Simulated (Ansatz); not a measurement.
# Lattice dynamics of AlBiSe3 (model cell, started as cubic perovskite with Al in the octahedra)

How does AlBiSe3 (model cell, started as cubic perovskite with Al in the octahedra) vibrate, and is this structure a minimum?

Method: DFT PBEsol, scalar-relativistic, plane waves, PAW, in Ansatz 0.2.0.

Most raw output is cut from this account.

The structure was built from a prototype and need not be the compound's stable phase.

### 1. Starting point

It takes space group Pm-3m (No. 221, cubic). Conventional cell: a = 4.929 Å, b = 4.929 Å, c = 4.929 Å, α = 90.00°, β = 90.00°, γ = 90.00°. Nearest to Bi lie 12 Se at 3.49 Å. Nearest to Al lie 6 Se at 2.46 Å. Nearest to Se lie 2 Al at 2.46 Å and 4 Bi at 3.49 Å. Farther neighbours and most contacts between anions are not listed.

As a file:

```cif
data_structure
_symmetry_space_group_name_H-M 'P 1'
_symmetry_Int_Tables_number 1
_cell_length_a 4.9294
_cell_length_b 4.9294
_cell_length_c 4.9294
_cell_angle_alpha 90.000
_cell_angle_beta 90.000
_cell_angle_gamma 90.000
_cell_volume 119.78
loop_
_atom_site_label
_atom_site_type_symbol
_atom_site_fract_x
_atom_site_fract_y
_atom_site_fract_z
_atom_site_occupancy
Bi1 Bi 0.00000 0.00000 0.00000 1
Al2 Al 0.50000 0.50000 0.50000 1
Se3 Se 0.50000 0.50000 0.00000 1
Se4 Se 0.50000 0.00000 0.50000 1
Se5 Se 0.00000 0.50000 0.50000 1
```

### 2. Bringing the structure to rest

The cell and atoms are relaxed, since residual forces and stress would shift the frequencies.

Contents of input.yaml:

```yaml
crystal:
  lattice:
    - [4.9294, 0.0, 0.0]
    - [0.0, 4.9294, 0.0]
    - [0.0, 0.0, 4.9294]
  atoms:
    - { symbol: Bi, position: [0.0, 0.0, 0.0] }
    - { symbol: Al, position: [0.5, 0.5, 0.5] }
    - { symbol: Se, position: [0.5, 0.5, 0.0] }
    - { symbol: Se, position: [0.5, 0.0, 0.5] }
    - { symbol: Se, position: [0.0, 0.5, 0.5] }
kpoints:
  mp_grid: { grid: [6, 6, 6] }
hamiltonian:
  xc: pbesol
scf:
  occupations: { method: gaussian, width: 0.1 }
output:
  forces: true
  stress: true
  eigenvalues: true
  write_density: true
  write_potential: true
  elf: true
  volumetric_format: npy
relax:
  adjacent_minimum: "off"
  f_tol: 0.005
  max_steps: 80
  cell: { stress_tol: 0.05 }
```

Started as:

```
ansatz run input.yaml --threads 8 --pin off --max-ram 14336MiB --backend cpu --events-out ev --progress --plain --runs-dir out
```

Run time: 3.7 s. Hardware: 8 threads of Intel Xeon 6975P-C (Granite Rapids), shared host; peak memory 0.67 GiB; 16 s of CPU time.

Relaxation path:

| step | energy less that of the first step (eV) | largest force component (eV/Å) | pressure (GPa) | volume (Å³) |
| --- | --- | --- | --- | --- |
| 1 | 0.0000 | 0.0000 | -2.94 | 119.78 |
| 2 | -0.0530 | 0.0000 | 0.05 | 114.25 |
| 3* | -0.0522 | 0.0000 | 0.05 | 114.25 |

Relaxation steps marked * repeat the geometry before them on a plane-wave basis chosen anew for their cell, so energy and pressure can jump there.

The run keeps the 48 symmetry operations that it works with, so distortions that break them were not tested.

| conventional cell, symmetrised | before | after | change |
| --- | --- | --- | --- |
| a (Å) | 4.929 | 4.852 | -1.6 % |
| b (Å) | 4.929 | 4.852 | -1.6 % |
| c (Å) | 4.929 | 4.852 | -1.6 % |
| volume (Å³/atom) | 23.96 | 22.85 | -4.6 % |

Final coordinates:

```xyz
5
Lattice="4.8524 0.0000 0.0000 0.0000 4.8524 0.0000 0.0000 0.0000 4.8524" Properties=species:S:1:pos:R:3 pbc="T T T"
Bi    0.0000    0.0000    0.0000
Al    2.4262    2.4262    2.4262
Se    2.4262    2.4262    0.0000
Se    2.4262    0.0000    2.4262
Se    0.0000    2.4262    2.4262
```

Numbers from this step:

```yaml
pressure: 0.04568 GPa
volume_per_atom: 22.85 Å³
gap_on_the_k_mesh: 0 eV
```

Electrostatic potential energy in the ac plane at fractional y = 0.500, with atoms of Al and Se within 0.2 Å of it. With pseudopotentials it is smooth inside the atoms' cores, unlike the true potential.

Ten even steps from '0' (-10 eV) to '9' (14 eV), each cell a mean:
```
99984034207999
99997200048999
99998644579999
46888644578875
00476200147620
41054024115303
52053045215204
20265111036501
13687522368752
78998755689988
99998410268999
99995012027999
99983045306999
```
Columns run along a (4.9 Å; values clipped at the 3rd and 97th percentile), rows up along c (4.9 Å). Atoms in or near the plane, at fractional coordinates: Al at (0.50, 0.50), Se at (0.50, 0.00), Se at (0.00, 0.50).

Valence density in the ac plane at fractional y = 0.500, with atoms of Al and Se within 0.2 Å of it. It is the smooth field of the valence electrons, not physical close to the nuclei.

Ten steps, logarithmic in the rise over the least value, from '0' (0 e/Å³) to '9' (30 e/Å³), each cell a mean:
```
00002478631000
00001244321000
00000122210000
21100111100011
43211000001124
96321000011247
97321000011258
75211000011236
32110011100112
11000111110001
00001223210000
00001367521000
00002599731000
```
Columns run along a (4.9 Å), rows up along c (4.9 Å). Atoms in or near the plane, at fractional coordinates: Al at (0.50, 0.50), Se at (0.50, 0.00), Se at (0.00, 0.50).

ELF in the ac plane at fractional y = 0.500, with atoms of Al and Se within 0.2 Å of it. It is the smooth field of the valence electrons, not physical close to the nuclei.

Values, 13 rows by 14 columns, each cell a mean:
```
0.04 0.06 0.20 0.54 0.75 0.73 0.46 0.35 0.59 0.78 0.69 0.38 0.11 0.05
0.15 0.11 0.12 0.31 0.63 0.77 0.76 0.75 0.77 0.73 0.50 0.20 0.10 0.12
0.51 0.39 0.20 0.16 0.38 0.67 0.79 0.82 0.76 0.56 0.25 0.15 0.27 0.46
0.75 0.69 0.52 0.29 0.25 0.47 0.70 0.75 0.62 0.35 0.24 0.38 0.61 0.73
0.71 0.76 0.74 0.60 0.42 0.29 0.28 0.29 0.27 0.34 0.50 0.67 0.76 0.74
0.34 0.60 0.79 0.78 0.67 0.22 0.04 0.04 0.05 0.45 0.74 0.80 0.74 0.46
0.20 0.53 0.79 0.81 0.73 0.22 0.04 0.06 0.04 0.49 0.78 0.81 0.72 0.35
0.56 0.70 0.77 0.71 0.55 0.24 0.10 0.09 0.12 0.39 0.63 0.75 0.76 0.63
0.77 0.75 0.65 0.44 0.30 0.38 0.54 0.58 0.47 0.32 0.34 0.54 0.71 0.77
0.67 0.56 0.34 0.18 0.28 0.58 0.77 0.80 0.71 0.44 0.21 0.23 0.44 0.63
0.30 0.20 0.12 0.21 0.52 0.74 0.80 0.81 0.78 0.66 0.37 0.15 0.14 0.26
0.07 0.07 0.15 0.44 0.71 0.76 0.64 0.57 0.70 0.76 0.62 0.29 0.09 0.07
0.03 0.06 0.23 0.59 0.77 0.70 0.33 0.19 0.50 0.78 0.72 0.43 0.13 0.04
```
Columns run along a (4.9 Å), rows up along c (4.9 Å). Atoms in or near the plane, at fractional coordinates: Al at (0.50, 0.50), Se at (0.50, 0.00), Se at (0.00, 0.50).

In this step the volume went from 23.96 to 22.85 Å³/atom.

### 3. Relaxing to small forces for the phonons

Phonons need a cell at rest on their own settings, so the relaxation is repeated with tight tolerances on forces and stress, using the mesh and the filling of the phonon run that follows.

input.yaml, the sections that differ from step 2:

```yaml
crystal:
  lattice:
    - [4.8523694691, 0.0, 0.0]
    - [0.0, 4.8523694691, 0.0]
    - [0.0, 0.0, 4.8523694691]
  atoms:
    - { symbol: Bi, position: [0.0, 0.0, 0.0] }
    - { symbol: Al, position: [0.5, 0.5, 0.5] }
    - { symbol: Se, position: [0.5, 0.5, 0.0] }
    - { symbol: Se, position: [0.5, 0.0, 0.5] }
    - { symbol: Se, position: [0.0, 0.5, 0.5] }
scf:
  occupations: { method: methfessel_paxton, width: 0.15 }
relax:
  adjacent_minimum: "off"
  f_tol: 0.001
  max_steps: 60
  cell: { stress_tol: 0.01 }
# kpoints, hamiltonian, output: as in step 2
```

It took 3.7 s on 8 threads; peak memory 0.67 GiB; 15 s of CPU time.

Little changed from the start: no atom moved by 0.005 Å and no cell edge by 0.1 %.

Numbers from this step:

| Item | Value |
| --- | --- |
| pressure | 2.35e-4 GPa |
| volume per atom | 22.86 Å³ |

Electrostatic potential energy in the ac plane at fractional y = 0.500, with atoms of Al and Se within 0.2 Å of it. With pseudopotentials it is smooth inside the atoms' cores, unlike the true potential.

Values in eV, 14 rows by 14 columns, each cell a mean:
```
14 14 13 11  1 -9 -1  1 -5 -8  7 13 14 14
14 14 14 12  7 -6 -9 -9 -9  0 10 13 14 14
12 13 13 13 10  5 -1 -3  1  8 12 13 13 13
 6  9 11 12 10  7  4  3  5  9 11 12 10  7
-9 -5  4  9  8  1 -6 -7 -3  4  9  8  0 -8
-2 -8 -6  5  3 -8 -6 -4 -8 -3  5  1 -9 -5
 3 -3 -9  2  0 -8  0  3 -4 -7  3 -3 -9  1
 1 -5 -8  4  1 -8 -2  0 -6 -6  4 -1 -9 -1
-8 -9 -1  7  5 -4 -8 -8 -8  1  7  5 -6 -9
-1  4  9 11 10  5  1  0  3  8 10 10  7  1
11 12 12 12 11  7  4  2  5  9 12 13 12 11
13 13 13 12  9 -1 -8 -9 -6  4 11 13 14 13
14 14 13 12  4 -9 -5 -3 -8 -5  9 13 14 14
14 14 13 11 -1 -8  1  3 -2 -9  6 12 14 14
```
Columns run along a (4.9 Å; values clipped at the 3rd and 97th percentile), rows up along c (4.9 Å). Atoms in or near the plane, at fractional coordinates: Al at (0.50, 0.50), Se at (0.50, 0.00), Se at (0.00, 0.50).

ELF in the ac plane at fractional y = 0.500, with atoms of Al and Se within 0.2 Å of it. It is the smooth field of the valence electrons, not physical close to the nuclei.

Values, 14 rows by 14 columns, each cell a mean:
```
0.04 0.06 0.20 0.54 0.75 0.73 0.45 0.34 0.59 0.78 0.69 0.38 0.11 0.05
0.13 0.10 0.12 0.34 0.65 0.77 0.74 0.72 0.76 0.74 0.53 0.22 0.09 0.11
0.44 0.31 0.17 0.17 0.43 0.70 0.80 0.82 0.77 0.60 0.29 0.14 0.22 0.38
0.72 0.64 0.42 0.22 0.25 0.53 0.74 0.79 0.67 0.39 0.21 0.29 0.53 0.69
0.78 0.77 0.69 0.51 0.33 0.35 0.46 0.50 0.41 0.32 0.39 0.60 0.74 0.78
0.50 0.68 0.78 0.74 0.59 0.23 0.05 0.04 0.08 0.41 0.67 0.77 0.76 0.59
0.19 0.53 0.79 0.81 0.73 0.22 0.04 0.07 0.04 0.50 0.79 0.82 0.72 0.34
0.33 0.60 0.79 0.79 0.67 0.22 0.03 0.04 0.05 0.46 0.74 0.80 0.74 0.45
0.70 0.76 0.75 0.64 0.44 0.28 0.22 0.22 0.23 0.35 0.53 0.70 0.77 0.73
0.77 0.72 0.57 0.33 0.25 0.44 0.67 0.73 0.59 0.33 0.25 0.43 0.65 0.75
0.59 0.46 0.25 0.16 0.33 0.64 0.79 0.81 0.74 0.51 0.22 0.17 0.34 0.54
0.23 0.16 0.12 0.25 0.57 0.75 0.79 0.79 0.78 0.69 0.42 0.17 0.12 0.20
0.06 0.07 0.16 0.46 0.72 0.76 0.60 0.53 0.68 0.77 0.64 0.31 0.10 0.06
0.03 0.06 0.23 0.59 0.77 0.70 0.33 0.19 0.50 0.78 0.72 0.44 0.13 0.04
```
Columns run along a (4.9 Å), rows up along c (4.9 Å). Atoms in or near the plane, at fractional coordinates: Al at (0.50, 0.50), Se at (0.50, 0.00), Se at (0.00, 0.50).

Valence density in the ac plane at fractional y = 0.500, with atoms of Al and Se within 0.2 Å of it. It is the smooth field of the valence electrons, not physical close to the nuclei.

Ten steps, logarithmic in the rise over the least value, from '0' (0 e/Å³) to '9' (31 e/Å³), each cell a mean:
```
00002488631000
00001245321000
00001122210000
11000111100011
32110011100123
75211000011236
97321000011258
96311000011248
53211000001124
21100111100112
00000112110000
00001233210000
00001367521000
00002599731000
```
Columns run along a (4.9 Å), rows up along c (4.9 Å). Atoms in or near the plane, at fractional coordinates: Al at (0.50, 0.50), Se at (0.50, 0.00), Se at (0.00, 0.50).

The forces vanish by symmetry and the pressure is 0.000 GPa, within the tolerances set. The cell now holds 22.86 Å³/atom.

### 4. Phonons on a q mesh

Stability and thermal properties need the whole zone. Linear response on a 2×2×2 q mesh gives force constants as far as a supercell of that size would.

Contents of input.yaml:

```yaml
crystal:
  lattice:
    - [4.8529979444, 0.0, 0.0]
    - [0.0, 4.8529979444, 0.0]
    - [0.0, 0.0, 4.8529979444]
  atoms:
    - { symbol: Bi, position: [0.0, 0.0, 0.0] }
    - { symbol: Al, position: [0.5, 0.5, 0.5] }
    - { symbol: Se, position: [0.5, 0.5, 0.0] }
    - { symbol: Se, position: [0.5, 0.0, 0.5] }
    - { symbol: Se, position: [0.0, 0.5, 0.5] }
kpoints:
  mp_grid: { grid: [6, 6, 6] }
hamiltonian:
  xc: pbesol
scf:
  occupations: { method: methfessel_paxton, width: 0.15 }
output:
  eigenvalues: true
phonons:
  method: dfpt
  qmesh: [2, 2, 2]
  temperatures: { t_max: 1000, t_step: 50 }
  qpath:
    path:
      - [[0.0, 0.0, 0.0], [0.0, 0.5, 0.0], [0.5, 0.5, 0.0], [0.0, 0.0, 0.0], [0.5, 0.5, 0.5], [0.0, 0.5, 0.0]]
      - [[0.5, 0.5, 0.5], [0.5, 0.5, 0.0]]
    npoints: 10
```

Run time: 1.7 min. Hardware: 8 threads; peak memory 1.4 GiB.

Numbers from this step:

| Quantity | Value |
| --- | --- |
| sum-rule residual before enforcement | 1.15e-4 eV/Å² |
| lowest frequency on the path | -156.9 cm⁻¹ |
| point group | m-3m |
| highest frequency on the path or at a solved wavevector | 341.0 cm⁻¹ |
| highest optical mode at the zone centre (no LO-TO term) | 339.9 cm⁻¹ |
| lowest optical zone-centre mode | -114.2 cm⁻¹ |
| lowest mode on the q mesh (acoustic modes at Γ apart) | -156.9 cm⁻¹ |

Frequencies (cm⁻¹) solved at each irreducible wavevector; negative means imaginary. Frequencies by wavevector, by row:

| q in reciprocal lattice units | star | mode 1 | mode 2 | mode 3 | mode 4 | mode 13 | mode 14 | mode 15 |
| --- | --- | --- | --- | --- | --- | --- | --- | --- |
| 0 0 0 | 1 | -114.2 | -114.2 | -114.2 | -110.2 | 339.9 | 339.9 | 339.9 |
| 0 0 -0.5 | 3 | -143.8 | -102 | -102 | -101.5 | 303.4 | 339 | 339 |
| 0 -0.5 -0.5 | 3 | -156.9 | -122.6 | -122.6 | -77.9 | 308.7 | 308.7 | 341 |
| -0.5 -0.5 -0.5 | 1 | -148 | -148 | -148 | -90.8 | 319.8 | 319.8 | 319.8 |

Interpolated from a 2×2×2 q mesh. The phonon branches at the labelled points (cm⁻¹):

| point | branch 1 | branch 2 | branch 3 | branch 4 | branch 12 | branch 13 | branch 14 | branch 15 |
| --- | --- | --- | --- | --- | --- | --- | --- | --- |
| Γ | -114 | -114 | -114 | -110 | 49 | 340 | 340 | 340 |
| halfway | -130 | -108 | -108 | -106 | 150 | 328 | 339 | 339 |
| X | -144 | -102 | -102 | -102 | 223 | 303 | 339 | 339 |
| halfway | -149 | -117 | -114 | -92 | 224 | 306 | 329 | 340 |
| M | -157 | -123 | -123 | -78 | 244 | 309 | 309 | 341 |
| halfway | -138 | -114 | -113 | -100 | 164 | 326 | 331 | 340 |
| Γ | -114 | -114 | -114 | -110 | 49 | 340 | 340 | 340 |
| halfway | -138 | -123 | -123 | -98 | 179 | 327 | 327 | 334 |
| R | -148 | -148 | -148 | -91 | 261 | 320 | 320 | 320 |
| halfway | -147 | -130 | -123 | -95 | 227 | 310 | 328 | 334 |
| X | -144 | -102 | -102 | -102 | 223 | 303 | 339 | 339 |
| jump to R | -148 | -148 | -148 | -91 | 261 | 320 | 320 | 320 |
| halfway | -152 | -134 | -134 | -92 | 246 | 314 | 314 | 333 |
| M | -157 | -123 | -123 | -78 | 244 | 309 | 309 | 341 |

Tetrahedra on a 14×14×14 mesh, mean over bins of 5 cm-1. Interpolated from a 2×2×2 q mesh. Table of phonon density of states by wavenumber; read off at these points:

| wavenumber (cm⁻¹) | phonon density of states (1/cm⁻¹/cell) |
| --- | --- |
| -158 | 0.00328 |
| -148 | 0.0716 |
| -142 | 0.0552 |
| -132 | 0.0380 |
| -118 | 0.0861 |
| -112 | 0.103 |
| -102 | 0.0805 |
| -92 | 0.144 |
| -88 | 0.0412 |
| -78 | 0.0123 |
| -62 | 0.0201 |
| -48 | 0.0195 |
| -38 | 0.0151 |
| -22 | 0.00237 |
| -8 | 0.0155 |
| 2 | 0.0137 |
| 18 | 0.0179 |
| 32 | 0.0502 |
| 38 | 0.0577 |
| 48 | 0.0443 |
| 58 | 0.0474 |
| 72 | 0.0521 |
| 88 | 0.0193 |
| 98 | 0.0210 |
| 112 | 0.0162 |
| 128 | 0.0150 |
| 138 | 0.0163 |
| 152 | 0.0155 |
| 168 | 0.0185 |
| 182 | 0.0233 |
| 192 | 0.00748 |
| 208 | 0.0108 |
| 222 | 0.0251 |
| 232 | 0.0124 |
| 248 | 0.00313 |
| 262 | 1.0e-5 |
| 272 | 0 |
| 288 | 0 |
| 302 | 0.00177 |
| 318 | 0.0722 |
| 328 | 0.0646 |
| 338 | 0.195 |
| 342 | 0.0184 |

The partial phonon density of states has structure finer than the step of the table below, so its rows give means over 10 cm⁻¹, whole bins alone (the curve runs from -166 to 361 cm⁻¹). Peaks (cm⁻¹: height): Al 338.0: 0.0788; Bi -93.2: 0.0466, -56.7: 0.0199, 36.1: 0.0275; Se -146.3: 0.0602, -113.1: 0.0775, 69.3: 0.0393, 158.9: 0.0248, 178.8: 0.0223, 221.9: 0.0231, 338.0: 0.0450.

Phonopy on the run's constants, 11x11x11 mesh, Gaussian sigma 3.8 cm-1. Interpolated from a 2×2×2 q mesh. Partial phonon density of states against wavenumber; means over each step; values in 1/cm⁻¹/cell:

| wavenumber (cm⁻¹) | Al | Bi | Se |
| --- | --- | --- | --- |
| -160 | 0 | 6.0e-7 | 0.00689 |
| -150 | 6.5e-7 | 2.3e-5 | 0.0441 |
| -140 | 1.3e-5 | 2.4e-4 | 0.0483 |
| -130 | 9.1e-5 | 0.00284 | 0.0443 |
| -120 | 2.8e-4 | 0.0110 | 0.0676 |
| -110 | 3.3e-4 | 0.0166 | 0.0716 |
| -100 | 2.9e-4 | 0.0307 | 0.0671 |
| -90 | 1.6e-4 | 0.0331 | 0.0493 |
| -80 | 2.7e-5 | 0.0101 | 0.0135 |
| -70 | 2.3e-5 | 0.0109 | 0.00417 |
| -60 | 3.8e-5 | 0.0177 | 0.00409 |
| -50 | 2.5e-5 | 0.0162 | 0.00300 |
| -40 | 1.7e-5 | 0.0137 | 0.00300 |
| -30 | 1.0e-5 | 0.00543 | 0.00163 |
| -20 | 2.4e-5 | 0.00649 | 0.00525 |
| -10 | 2.9e-5 | 0.00660 | 0.00636 |
| 0 | 3.4e-5 | 0.00510 | 0.00332 |
| 10 | 8.4e-5 | 0.00896 | 0.00656 |
| 20 | 7.5e-5 | 0.0142 | 0.0116 |
| 30 | 1.1e-4 | 0.0217 | 0.0190 |
| 40 | 1.5e-4 | 0.0254 | 0.0257 |
| 50 | 9.6e-4 | 0.0167 | 0.0282 |
| 60 | 0.00210 | 0.0133 | 0.0345 |
| 70 | 0.00460 | 0.00938 | 0.0362 |
| 80 | 0.00755 | 0.00256 | 0.0197 |
| 90 | 0.00847 | 2.6e-4 | 0.0147 |
| 100 | 0.00489 | 5.9e-5 | 0.00865 |
| 110 | 0.00350 | 8.4e-5 | 0.00679 |
| 120 | 0.00752 | 2.1e-4 | 0.0159 |
| 130 | 0.00649 | 1.2e-4 | 0.0142 |
| 140 | 0.00143 | 2.5e-5 | 0.00346 |
| 150 | 0.00300 | 6.9e-5 | 0.0104 |
| 160 | 0.00624 | 9.7e-5 | 0.0209 |
| 170 | 0.00277 | 3.6e-5 | 0.0111 |
| 180 | 0.00255 | 3.7e-5 | 0.0196 |
| 190 | 0.00107 | 1.2e-5 | 0.0124 |
| 200 | 0.00269 | 1.8e-5 | 0.0118 |
| 210 | 0.00159 | 1.2e-5 | 0.00700 |
| 220 | 0.00197 | 1.0e-5 | 0.0187 |
| 230 | 0.00167 | 1.0e-5 | 0.0139 |
| 240 | 8.7e-4 | 1.8e-6 | 0.00823 |
| 250 | 2.9e-4 | 0 | 0.00295 |
| 260 | 3.7e-5 | 0 | 6.0e-4 |
| 270 | 0 | 0 | 1.6e-5 |
| 280 | 0 | 0 | 0 |
| 290 | 3.9e-5 | 0 | 4.0e-7 |
| 300 | 0.00692 | 9.3e-6 | 2.3e-4 |
| 310 | 0.0439 | 7.4e-5 | 0.00305 |
| 320 | 0.0556 | 6.1e-5 | 0.0102 |
| 330 | 0.0584 | 3.1e-5 | 0.0252 |
| 340 | 0.0573 | 1.4e-5 | 0.0327 |
| 350 | 0.00411 | 0 | 0.00248 |

Symmetry leaves 4 wavevectors to solve. The lowest mode among them, the acoustic zeros apart, lies at q = (0, -0.5, -0.5) and is imaginary, 156.9i cm⁻¹, so the energy falls along it.

### 5. Summary of results

| Property | Result |
| --- | --- |
| space group after relaxation (within 0.01 Å) | Pm-3m |
| volume per atom | 22.9 Å³ |
| electronic character | no gap on this mesh |
| highest optical mode at the zone centre (no LO-TO term) | 340 cm⁻¹ |
| lowest optical zone-centre mode | -114 cm⁻¹ |
| lowest mode on the q mesh (acoustic modes at Γ apart) | -157 cm⁻¹ |
| highest frequency on the path or at a solved wavevector | 341 cm⁻¹ |
| imaginary modes on the 2×2×2 q mesh | yes |

What this shows: Modes are clearly imaginary (beyond 10i cm⁻¹) at 4 of the 4 irreducible wavevectors, most at q = (0, -0.5, -0.5) (156.9i cm⁻¹), so this structure is not a minimum of the energy. The optical modes at Γ span -114 to 340 cm⁻¹ (negative means imaginary). With no gap, or one that is small against the smearing, the frequencies hang on the k mesh and the smearing, most of all near Kohn anomalies. Spin-orbit coupling is left out, which can matter for the heavy elements here. A phonon run warned that its eigensolver left some bands unconverged in a pass. The starting cell was built on a prototype and not taken from a measurement, so the phase need not exist. These are harmonic frequencies at zero temperature: anharmonic shifts, linewidths and thermal expansion are left out.

[Logs are printed without paths, hosts, clocks, repeated set-up lines and the standing remarks that a program may print on its own settings, such as how far it seeks lower states.]

[Hosts, paths, dates, database ids (printed as entryN), source tags and the programs' standing remarks are cut or masked in the printed files.]
